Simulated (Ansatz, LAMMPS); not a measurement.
# Glassy 67SiO2-13Li2O-10Na2O-10SrO (mol %) (113 atoms) under strain: runs compared

How stiff is glassy 67SiO2-13Li2O-10Na2O-10SrO (mol %) (113 atoms), and how do its levels respond to strain?

Computed with Ansatz 0.2.0: Kohn-Sham DFT, PBE, PAW (set soft_2), plane waves.

## Step 1: The cell as built

The cell holds 113 atoms: 26 Si, 10 Li, 8 Na, 4 Sr and 65 O. Its edges and angles: a = 11.474 Å, b = 11.474 Å, c = 11.474 Å, α = 90.0°, β = 90.0°, γ = 90.0°. 113 atoms (26 Si, 10 Li, 8 Na, 4 Sr, 65 O) placed at random at 2.59 g/cm³, melted at 4000 K for 10 ps at fixed volume with the Morse and Coulomb pair potential with partial charges (Pedone, Malavasi, Menziani, Cormack and Segre, J. Phys. Chem. B 110, 11780 (2006)). Quenched from 4000 K to 300 K at 25 K/ps and fixed volume, held 10 ps at zero pressure.

What the set-up can't give: The quench rate of 25 K/ps is many orders above laboratory rates, so the cell is likely richer in defects and strain than a real sample. The network of bonds at the start is that of the classical potential that made the cell, and needn't be the one that DFT or experiment would give. Only the Γ point is sampled.

## Step 2: The reference run

The reference is a single point at the end of the relaxation.

Every strained cell starts from the geometry of this run, and its atoms are relaxed with the cell held.

Its input, with most atom lines left out:

```yaml
crystal:
  lattice:
    - [11.66097, 0.05885, -0.09916]
    - [0.05885, 11.32522, 0.0568]
    - [-0.09916, 0.0568, 11.62152]
  atoms:
    - { symbol: Si, position: [0.21115, 0.47203, 0.1141] }
    - { symbol: Si, position: [0.7559, 0.76387, 0.48429] }
    - { symbol: Si, position: [0.06149, 0.25939, 0.81239] }
    - { symbol: Si, position: [0.14891, 0.85298, 0.33714] }
    - { symbol: Si, position: [0.29744, 0.35098, 0.70753] }
    - { symbol: Si, position: [0.82594, 0.52996, 0.18196] }
    - { symbol: Si, position: [0.24485, 0.18041, 0.49984] }
    [... atom lines 8 to 113 left out ...]
kpoints:
  mp_grid: { grid: [1, 1, 1] }
hamiltonian:
  xc: pbe
scf:
  occupations: { method: fermi_dirac, width: 0.05 }
output:
  forces: true
  stress: true
  populations: true
  dos:
    method: { smearing: { sigma: 0.08 } }
    de: 0.1
    projected: { site_lists: { Li: [Li], Na: [Na], O: [O], Si: [Si], Sr: [Sr] } }
  eigenvalues: true
  write_density: true
  write_potential: true
  volumetric_format: npy
  elf: true
```

| Item | Value |
| --- | --- |
| free energy per atom | -722.6692 eV/atom |
| r.m.s. force component | 0.00702 eV/Å |
| pressure | -0.01562 GPa |

Filled and empty levels are parted by 3.80 eV (at Γ alone); a semilocal functional tends to put such gaps too low. In a disordered cell it changes from sample to sample, and tail or defect levels can set it.

## Step 3: The runs

Each row is one run, on 4 threads of Intel Xeon Platinum 8275CL at 3.00GHz (Skylake/Cascade Lake), shared host. The free energy is the program's total, comparable only between runs with the same functional, potentials and atoms.

| run | atoms | outcome | ionic steps, all passes | free energy (eV) | time | host memory (GiB) |
| --- | --- | --- | --- | --- | --- | --- |
| Single point at the start | 113 | converged | - | -81649.219 | 13 s | 2.1 |
| Cell and atoms relaxed | 113 | converged | 59 | -81661.623 | 13 min | 2.2 |
| Single point at the relaxed geometry | 113 | converged | - | -81661.623 | 21 s | 2.2 |
| Volume -3 % | 113 | converged | 6 | -81661.418 | 85 s | 2.1 |
| Volume +3 % | 113 | converged | 7 | -81661.442 | 1.7 min | 2.2 |
| Volume -6 % | 113 | converged | 8 | -81660.757 | 1.9 min | 2.1 |
| Volume +6 % | 113 | converged | 9 | -81660.928 | 2.3 min | 2.3 |
| Volume -10 % | 113 | converged | 10 | -81659.057 | 2.3 min | 2.1 |
| Stretched by 1 % along x | 113 | converged | 7 | -81661.596 | 1.7 min | 2.2 |
| Compressed by 1 % along x | 113 | converged | 7 | -81661.594 | 91 s | 2.2 |
| Sheared by 2 % in xy | 113 | converged | 5 | -81661.569 | 72 s | 2.2 |

In some runs the program notes that the exchange-correlation potential is rough where the density is thin and the SCF threshold is loose for the stress.

## Step 4: Pressure against volume

Atoms are relaxed at each volume, in the scaled cell.

| volume change (%) | volume (Å³/atom) | energy change (meV/atom) | pressure (GPa) | largest move on relaxing (Å) | bonds | gap (eV) |
| --- | --- | --- | --- | --- | --- | --- |
| -10 | 12.222 | 22.71 | 5.80 | 0.45 | 200 | 4.02 |
| -6 | 12.766 | 7.66 | 3.20 | 0.22 | 197 | 3.94 |
| -3 | 13.173 | 1.82 | 1.49 | 0.14 | 194 | 3.87 |
| +0 | 13.580 | 0.00 | -0.02 | - | 193 | 3.80 |
| +3 | 13.988 | 1.61 | -1.27 | 0.17 | 192 | 3.72 |
| +6 | 14.395 | 6.16 | -2.28 | 0.30 | 192 | 3.64 |

## Step 5: Uniaxial strain and shear

Stress (GPa, compression positive) less that of the relaxed cell, atoms relaxed:

| strain | xx | yy | zz | xy | energy change (meV/atom) |
| --- | --- | --- | --- | --- | --- |
| stretched by 1 % along x | -0.601 | -0.306 | -0.357 | 0.017 | 0.24 |
| compressed by 1 % along x | 0.713 | 0.324 | 0.356 | -0.013 | 0.26 |
| sheared by 2 % in xy | 0.056 | -0.003 | 0.085 | -0.652 | 0.48 |

## Step 6: What came out

The bulk modulus, from the slope of pressure against ln V over the three points nearest the relaxed volume, is 45.9 GPa; a quadratic over all points gives a pressure derivative of about 4.2. The count of bonds runs from 192 to 200 over the series, so at some points contacts cross the cutoffs. The gap goes from 4.02 eV at the smallest volume to 3.64 eV at the largest, -2.3 eV per unit of ln V by a straight line, on the run's k-points. In the Cartesian axes of the cell, finite differences give C11 = 65.7, C12 = 31.5, C13 = 35.7 and C66 = 32.6 GPa (the shear of 2 % is the engineering strain, εxy = 0.01). The mean of C11, C12 and C13, which equals the bulk modulus in a cubic or isotropic solid, is 44.3 GPa: it agrees with the bulk modulus within 10 %. For an isotropic solid C66 would equal (C11 − C12)/2 = 17.1 GPa; so small a sample needn't be isotropic, and C66 rests on one shear. The two differ too much for isotropic moduli to be formed.

**Limits.** Strains are finite and relaxations stop at the force tolerance of the input, which can leave moduli too stiff; they are those of a static cell at zero temperature. Volumes are changed with the cell's shape held, so in an anisotropic solid the modulus lies over the one under free hydrostatic load. The program notes that the SCF threshold of the relaxations is loose for the stress.

The DFT runs together took 27 min of wall time.

[Logs are printed without paths, hosts, clocks, repeated set-up lines and the standing remarks that a program may print on its own settings, such as how far it seeks lower states.]

[Hosts, paths, dates, database ids (printed as entryN), source tags and the programs' standing remarks are cut or masked in the printed files.]
